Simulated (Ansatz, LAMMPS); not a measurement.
# Structural relaxation of amorphous 68HfO2-32La2O3 (mol %) (91 atoms)

How does amorphous 68HfO2-32La2O3 (mol %) (91 atoms) relax, and what do bonds, charges and levels look like afterwards?

Program: Ansatz 0.2.0. Level of theory: Kohn-Sham DFT, PBE, PAW (set soft_2), plane waves. Values are calculated unless marked as measured.

The raw output is cut from this account; settings, times and results stay.

## 1. The structure

The cell holds 91 atoms: 17 Hf, 16 La and 58 O. Its edges and angles: a = 11.340 Å, b = 11.340 Å, c = 11.340 Å, α = 90.0°, β = 90.0°, γ = 90.0°. 91 atoms (17 Zr, 16 Nd, 58 O) placed at random at 5.45 g/cm³, melted at 5000 K for 10 ps at fixed volume with the Morse and Coulomb pair potential with partial charges (Pedone, Malavasi, Menziani, Cormack and Segre, J. Phys. Chem. B 110, 11780 (2006)). Quenched from 5000 K to 300 K at 50 K/ps and fixed volume, held 5 ps, then minimised at fixed cell. Then Zr was replaced by Hf, Nd was replaced by La (the potential has no terms for the new elements, so the cell is a start for a DFT relaxation).

Limits known from the start: The quench rate of 50 K/ps is orders of magnitude faster than experiment, which tends to freeze in extra defects. The starting topology of bonds comes from the classical model. The Brillouin zone is sampled at Γ only, in a cell whose shortest periodic width is 11 Å. No spin–orbit coupling is included, so levels derived from the heavy atoms are approximate.

## 2. The classical run that made the cell

A classical potential supplies the starting structure, since it reaches far longer times than DFT.

This step: classical MD, Morse and Coulomb pair potential with partial charges (Pedone, Malavasi, Menziani, Cormack and Segre, J. Phys. Chem. B 110, 11780 (2006)) (LAMMPS 22 Jul 2025 - Update 4).

The input, in.lmp:

```
# melt-quench of Zr17Nd16O58
units metal
atom_style charge
boundary p p p
region box block 0 11.3402 0 11.3402 0 11.3402
create_box 3 box
mass 1 91.2240   # Zr
mass 2 144.2420   # Nd
mass 3 15.9990   # O
create_atoms 1 random 17 40971 NULL overlap 1.5 maxtry 2000
create_atoms 2 random 16 40978 NULL overlap 1.5 maxtry 2000
create_atoms 3 random 58 40985 NULL overlap 1.5 maxtry 2000
pair_style hybrid/overlay pedone 5.5 coul/long 8.0
pair_coeff * * coul/long
pair_coeff 1 3 pedone 0.206237 2.479675 2.436997 1   # Zr-O
pair_coeff 2 3 pedone 0.014580 1.825100 3.398717 3   # Nd-O
pair_coeff 3 3 pedone 0.042395 1.379316 3.618701 22   # O-O
set type 1 charge 2.4
set type 2 charge 1.8
set type 3 charge -1.2
kspace_style pppm 1.0e-4
neigh_modify delay 0 every 1 check yes
thermo_style custom step time temp pe press density
thermo_modify norm yes
timestep 0.002
thermo 100
min_style cg
minimize 1e-4 1e-4 200 2000
reset_timestep 0
velocity all create 5000 40972 mom yes dist gaussian
fix lim all nve/limit 0.05
fix lan all langevin 5000 5000 0.2 40973 zero yes
thermo 500
run 1000 post no
# [... 10 lines left out ...]
thermo 1250
fix md all nvt temp 300 300 0.2
run 2500 post no
unfix md
thermo 100
min_style cg
minimize 0 1e-3 2000 20000
write_dump all custom glass.dump id type xs ys zs modify sort id
```

Launch:

```
$ lmp -in in.lmp -log none -nocite
```

Elapsed: 17 s, on 1 thread of Intel Xeon 6975P-C (Granite Rapids), shared host; peak memory 0.071 GiB.

## 3. Single point at the start

The forces at the start show how far the geometry lies from a minimum of this functional.

The input, input.yaml:

```yaml
crystal:
  lattice:
    - [11.3402, 0.0, 0.0]
    - [0.0, 11.3402, 0.0]
    - [0.0, 0.0, 11.3402]
  atoms:
    - { symbol: Hf, position: [0.94746, 0.47586, 0.20125] }
    - { symbol: Hf, position: [0.2257, 0.55866, 0.00291] }
    - { symbol: Hf, position: [0.55836, 0.75992, 0.47278] }
    - { symbol: Hf, position: [0.39893, 0.73132, 0.84143] }
    - { symbol: Hf, position: [0.02377, 0.73151, 0.22966] }
    - { symbol: Hf, position: [0.08201, 0.48023, 0.50664] }
    - { symbol: Hf, position: [0.30992, 0.72295, 0.54252] }
    - { symbol: Hf, position: [0.89561, 0.99442, 0.18211] }
    - { symbol: Hf, position: [0.73102, 0.75342, 0.77206] }
    - { symbol: Hf, position: [0.58617, 0.0082, 0.23982] }
    - { symbol: Hf, position: [0.08347, 0.7289, 0.72811] }
    - { symbol: Hf, position: [0.37532, 0.0608, 0.50527] }
    - { symbol: Hf, position: [0.13897, 0.20297, 0.32081] }
    - { symbol: Hf, position: [0.6572, 0.52534, 0.24424] }
    - { symbol: Hf, position: [0.23423, 0.0305, 0.81721] }
    - { symbol: Hf, position: [0.37882, 0.71975, 0.19622] }
    - { symbol: Hf, position: [0.86209, 0.2604, 0.37539] }
    - { symbol: La, position: [0.07064, 0.22359, 0.01723] }
    - { symbol: La, position: [0.38756, 0.2433, 0.02711] }
    - { symbol: La, position: [0.74754, 0.27143, 0.00909] }
    - { symbol: La, position: [0.57996, 0.47307, 0.82598] }
    - { symbol: La, position: [0.719, 0.0044, 0.55202] }
    - { symbol: La, position: [0.96004, 0.23371, 0.66672] }
    - { symbol: La, position: [0.55582, 0.28046, 0.49473] }
    - { symbol: La, position: [0.9166, 0.51158, 0.86063] }
    - { symbol: La, position: [0.92578, 0.9705, 0.85047] }
    - { symbol: La, position: [0.53846, 0.07048, 0.8242] }
    - { symbol: La, position: [0.7089, 0.74358, 0.06996] }
    - { symbol: La, position: [0.06295, 0.97009, 0.50585] }
    - { symbol: La, position: [0.31159, 0.34431, 0.69474] }
    - { symbol: La, position: [0.34233, 0.44241, 0.34316] }
    - { symbol: La, position: [0.25123, 0.98129, 0.18056] }
    - { symbol: La, position: [0.81712, 0.58913, 0.53458] }
    - { symbol: O, position: [0.96716, 0.84776, 0.09746] }
    - { symbol: O, position: [0.92542, 0.395, 0.03831] }
    - { symbol: O, position: [0.74484, 0.20972, 0.50486] }
    - { symbol: O, position: [0.1364, 0.78922, 0.55152] }
    - { symbol: O, position: [0.26554, 0.71354, 0.72183] }
    - { symbol: O, position: [0.34794, 0.17869, 0.81746] }
    - { symbol: O, position: [0.07452, 0.13488, 0.82419] }
    - { symbol: O, position: [0.63396, 0.90177, 0.38417] }
    - { symbol: O, position: [0.40565, 0.87855, 0.50368] }
    - { symbol: O, position: [0.52877, 0.07881, 0.61673] }
    - { symbol: O, position: [0.50597, 0.39497, 0.65515] }
    - { symbol: O, position: [0.00611, 0.16481, 0.44418] }
    - { symbol: O, position: [0.88572, 0.09976, 0.02425] }
    - { symbol: O, position: [0.47438, 0.69312, 0.62561] }
    - { symbol: O, position: [0.71191, 0.93452, 0.81946] }
    - { symbol: O, position: [0.00353, 0.59061, 0.63019] }
    - { symbol: O, position: [0.73862, 0.57317, 0.72096] }
    - { symbol: O, position: [0.95704, 0.8788, 0.32594] }
    - { symbol: O, position: [0.24873, 0.55401, 0.5133] }
    - { symbol: O, position: [0.37749, 0.5453, 0.87895] }
    - { symbol: O, position: [0.54711, 0.1203, 0.10062] }
    - { symbol: O, position: [0.27311, 0.23179, 0.20154] }
    - { symbol: O, position: [0.06221, 0.07813, 0.20251] }
    - { symbol: O, position: [0.23999, 0.03625, 0.63198] }
    - { symbol: O, position: [0.81402, 0.67895, 0.92092] }
    - { symbol: O, position: [0.90919, 0.78814, 0.7325] }
    - { symbol: O, position: [0.69432, 0.79639, 0.59603] }
    - { symbol: O, position: [0.32062, 0.54579, 0.16645] }
    - { symbol: O, position: [0.7248, 0.92597, 0.14868] }
    - { symbol: O, position: [0.23116, 0.05345, 0.38331] }
    - { symbol: O, position: [0.83241, 0.62321, 0.1981] }
    - { symbol: O, position: [0.11638, 0.36479, 0.64774] }
    - { symbol: O, position: [0.84551, 0.32099, 0.81172] }
    - { symbol: O, position: [0.35257, 0.24529, 0.51145] }
    - { symbol: O, position: [0.32289, 0.72542, 0.01413] }
    - { symbol: O, position: [0.10192, 0.60686, 0.87031] }
    - { symbol: O, position: [0.1158, 0.88944, 0.81486] }
    - { symbol: O, position: [0.5394, 0.41301, 0.33092] }
    - { symbol: O, position: [0.4083, 0.68705, 0.38008] }
    - { symbol: O, position: [0.20323, 0.78256, 0.23761] }
    - { symbol: O, position: [0.99567, 0.30321, 0.24768] }
    - { symbol: O, position: [0.0118, 0.58066, 0.35253] }
    - { symbol: O, position: [0.90522, 0.03443, 0.639] }
    - { symbol: O, position: [0.21018, 0.37581, 0.98434] }
    - { symbol: O, position: [0.0757, 0.58524, 0.12326] }
    [... 7 atom lines left out ...]
    - { symbol: O, position: [0.23837, 0.0667, 0.99991] }
    - { symbol: O, position: [0.79267, 0.40498, 0.2833] }
    - { symbol: O, position: [0.55574, 0.66532, 0.17741] }
    - { symbol: O, position: [0.38777, 0.91755, 0.83177] }
    - { symbol: O, position: [0.91577, 0.39658, 0.49394] }
    - { symbol: O, position: [0.66595, 0.623, 0.4054] }
kpoints:
  mp_grid: { grid: [1, 1, 1] }
hamiltonian:
  xc: pbe
scf:
  occupations: { method: fermi_dirac, width: 0.025 }
output:
  forces: true
```

Launch:

```
$ ansatz run input.yaml --threads 4 --pin off --max-ram 8192MiB --backend cpu --events-out ev --progress --plain --runs-dir out
```

The job ended after 15 s (4 threads of Intel Xeon 6975P-C (Granite Rapids), shared host; peak memory 2.5 GiB; 54 s of CPU time).

The run gave:

```
free energy            : -400334.2583 eV
free energy per atom   : -4399.2776 eV/atom
SCF cycles             : 11
r.m.s. force component : 0.3725 eV/Å
longest force          : 1.773 eV/Å
Fermi energy           : 11.18 eV
```

The r.m.s. force component of 0.37 eV/Å sets the starting point.

Neighbours are counted within 2.82 Å (O-Hf), 3.19 Å (O-La).

Length of the force by element and coordination:

```
element  coordination  atoms  mean length of the force (eV/Å)  spread  least   most
     Hf           all     17                            0.836   0.370  0.251   1.77
     La           all     16                            0.681   0.219  0.380   1.15
     La             5      1                            0.402       0  0.402  0.402
     La             6     11                            0.678   0.192  0.380   1.08
     La             7      3                            0.783   0.289  0.437   1.15
     La             8      1                            0.691       0  0.691  0.691
      O           all     58                            0.480   0.193  0.142  0.940
      O             3     31                            0.496   0.191  0.142  0.905
      O             4     26                            0.465   0.196  0.155  0.940
      O             5      1                            0.349       0  0.349  0.349
```

## 4. Cell and atoms relaxed

Cell and atoms are freed together, to release stress as well as forces.

input.yaml: that of step 3 with these lines changed.

```diff
@@ -15 +15,5 @@
   forces: true
+relax:
+  f_tol: 0.04
+  max_steps: 250
+  cell: {}
```

It took 4.3 min on 4 threads; peak memory 2.5 GiB.

Step by step:

```
step  energy less that of the first step (eV)  largest force component (eV/Å)  pressure (GPa)  volume (Å³)
   1                                   0.0000                          1.7221           -3.07      1458.35
   2                                  -1.7488                          0.9013            1.39      1403.81
   3                                  -2.4476                          0.5709            0.50      1410.91
   4                                  -3.0568                          0.6388            0.01      1412.47
   5                                  -3.2519                          0.3286            0.04      1410.40
   6                                  -3.2998                          0.3905            0.12      1411.61
   7                                  -3.3677                          0.1990           -0.07      1412.34
   8                                  -3.4386                          0.1371           -0.05      1412.54
   9                                  -3.4903                          0.1763           -0.02      1412.69
  10                                  -3.5571                          0.1333            0.04      1414.58
  11                                  -3.6239                          0.1170            0.00      1416.45
  12                                  -3.6359                          0.2755           -0.02      1417.99
  13                                  -3.7069                          0.1326            0.02      1416.25
  14                                  -3.7450                          0.0804           -0.02      1414.61
  15                                  -3.7552                          0.1620           -0.08      1412.42
  16                                  -3.7867                          0.1463           -0.03      1407.63
  17                                  -3.7889                          0.0868            0.01      1408.81
  18                                  -3.7972                          0.0254            0.00      1407.68
 19*                                  -3.6890                          0.0249           -0.16      1407.68
  20                                  -3.7050                          0.0273            0.00      1403.93
 21*                                  -3.6931                          0.0271           -0.01      1403.93
```

Relaxation steps marked * repeat the geometry before them on a plane-wave basis chosen anew for their cell, so energy and pressure can jump there.

```
     cell as run  before   after  change
           a (Å)  11.340  11.380  +0.4 %
           b (Å)  11.340  11.325  -0.1 %
           c (Å)  11.340  10.896  -3.9 %
           α (°)   90.00   90.54  +0.6 %
           β (°)   90.00   89.51  -0.5 %
           γ (°)   90.00   88.94  -1.2 %
volume (Å³/atom)   16.03   15.43  -3.7 %
```

The atoms that moved most (Å, as changes of fractional coordinates times the final cell):

```
atom      dx      dy      dz  length
 O54  -0.900  -0.302   0.190   0.968
 O86  -0.718  -0.423  -0.083   0.837
 O85   0.181  -0.610   0.354   0.728
 O80  -0.584  -0.414  -0.105   0.724
 O70  -0.161   0.247  -0.606   0.673
La19   0.407   0.415   0.208   0.617
 O87  -0.136  -0.447  -0.383   0.604
 O84   0.206  -0.273   0.478   0.588
```

The relaxation changed the energy by -40.6 meV/atom, and atoms moved by 0.35 Å r.m.s., 0.97 Å at most.

## 5. Structure statistics after relaxation

Bonds before and after, by the cutoffs listed below:

```
pair  bonds before  bonds after  mean before (Å)  mean after (Å)  spread before (Å)  spread after (Å)
O-Hf           102          100            2.139           2.113              0.097             0.089
O-La           100          104            2.541           2.518              0.250             0.182
```

Density 7.32 g/cm³, 15.43 Å³ an atom.

Pair distribution functions g(r), in bins of 0.2 Å:

```
r (Å)  total   O-O   O-Hf  O-La  Hf-Hf  Hf-La  La-La
 1.90   0.14  0.00   0.58  0.00   0.00   0.00   0.00
 2.10   2.48  0.00  10.41  0.00   0.00   0.00   0.00
 2.30   0.98  0.00   1.56  2.70   0.00   0.00   0.00
 2.50   1.31  0.20   0.19  5.28   0.00   0.00   0.00
 2.70   1.11  1.81   0.00  1.65   0.00   0.00   0.00
 2.90   1.21  2.83   0.00  0.21   0.44   0.00   0.00
 3.10   0.71  1.61   0.06  0.19   0.00   0.00   0.00
 3.30   0.81  1.26   0.16  0.44   2.50   1.12   0.00
 3.50   1.03  1.32   0.51  0.40   0.94   3.69   0.00
 3.70   0.89  0.77   0.53  0.62   1.95   2.10   3.52
 3.90   1.01  0.74   0.63  0.62   5.33   2.30   2.58
 4.10   1.06  0.95   1.11  0.86   0.70   1.97   2.10
 4.30   1.01  0.75   1.45  0.98   0.62   0.77   2.12
 4.50   0.96  0.65   1.52  1.04   0.00   0.91   1.31
 4.70   1.09  0.82   1.69  1.31   0.35   0.27   1.19
 4.90   1.05  0.85   1.65  1.21   0.00   0.51   0.36
 5.10   1.09  1.08   1.02  1.57   0.29   0.32   0.67
 5.30   0.93  0.86   1.03  1.25   0.13   0.59   0.30
```

Bonds by pair of elements; cutoffs follow the first minimum of g(r), held within bounds set by covalent radii, and pairs that aren't listed don't count as bonded:

```
pair A-B  cutoff (Å)  bonds  mean length (Å)  spread (Å)  shortest (Å)  B about A  A about B
    O-Hf        2.82    100             2.11       0.089          1.98       1.72       5.88
    O-La        3.19    104             2.52       0.182          2.23       1.79        6.5
```

How many atoms have how many bonded neighbours:

```
element  mean   3   4  5   6  7  8
     Hf  5.88   0   0  2  15  0  0
     La   6.5   0   0  1   7  7  1
      O  3.52  28  30  0   0  0  0
```

Bond angles, per cent of each kind in bins of 5°:

```
angle (°)  O-La-O  O-Hf-O  Hf-O-La  La-O-La  Hf-O-Hf
    55–60     2.1     0.0      0.0      0.0      0.0
    60–65     6.2     0.0      0.0      0.0      0.0
    65–70     9.3     0.4      0.0      0.0      0.0
    70–75    11.0     4.5      0.0      0.0      0.0
    75–80     6.2     8.6      0.0      0.0      0.0
    80–85     4.8    15.1      3.6      4.2      3.6
    85–90     3.1    13.5      5.1      6.9      0.0
    90–95     7.6    13.1     14.6      9.7      1.8
   95–100     5.2     6.9     12.4     19.4     14.5
  100–105     4.5     6.1     14.6      8.3     14.5
  105–110     2.4     4.9     12.4     12.5      1.8
  110–115     5.2     3.7      5.1      8.3      1.8
  115–120     2.8     2.5      8.0      8.3      3.6
  120–125     3.5     0.4      7.3      2.8      5.5
  125–130     3.5     0.8      3.6      6.9      9.1
  130–135     7.6     0.4      2.9      6.9     18.2
  135–140     3.1     0.4      5.1      1.4      7.3
  140–145     1.7     0.0      0.7      1.4     10.9
  145–150     3.1     2.0      2.2      1.4      1.8
  150–155     2.4     2.0      1.5      1.4      3.6
  155–160     2.1     2.5      0.7      0.0      1.8
  160–165     1.7     4.5      0.0      0.0      0.0
  165–170     0.7     3.3      0.0      0.0      0.0
  170–175     0.0     3.7      0.0      0.0      0.0
  175–180     0.3     0.8      0.0      0.0      0.0
```

Bond angles (no mean is given where the spread exceeds 20°):

```
  angle  count  mean (°)  spread (°)
 O-La-O    290         -           -
 O-Hf-O    245         -           -
Hf-O-La    137       108        16.6
La-O-La     72       108        16.2
Hf-O-Hf     55       121        19.5
```

Bond length by coordination (bonds to H left out):

```
element  coordination  atoms  mean bond length (Å)
     Hf             5      2                  2.07
     Hf             6     15                  2.12
     La             5      1                   2.4
     La             6      7                  2.49
     La             7      7                  2.54
     La             8      1                  2.57
      O             3     28                  2.21
      O             4     30                  2.40
```

First main peaks of g(r), for some of the pairs, lie near 2.9 Å (O-O), 2.1 Å (O-Hf), 2.4 Å (O-La), 3.5 Å (Hf-La) and 3.7 Å (La-La). By these cutoffs 88 % of Hf atoms have 6, 44 % of La atoms have 6 and as many 7 and 52 % of O atoms have 4 bonded neighbours.

(Continued in part 2 of 3.)

[Long decimals in the printed logs are rounded to 6 places.]

[Logs are printed without paths, hosts, clocks, repeated set-up lines and the standing remarks that a program may print on its own settings, such as how far it seeks lower states.]

[Hosts, paths, dates, database ids (printed as entryN), source tags and the programs' standing remarks are cut or masked in the printed files.]

[A walk said to have stopped at its limit may instead have ended on an SCF cycle that didn't converge.]
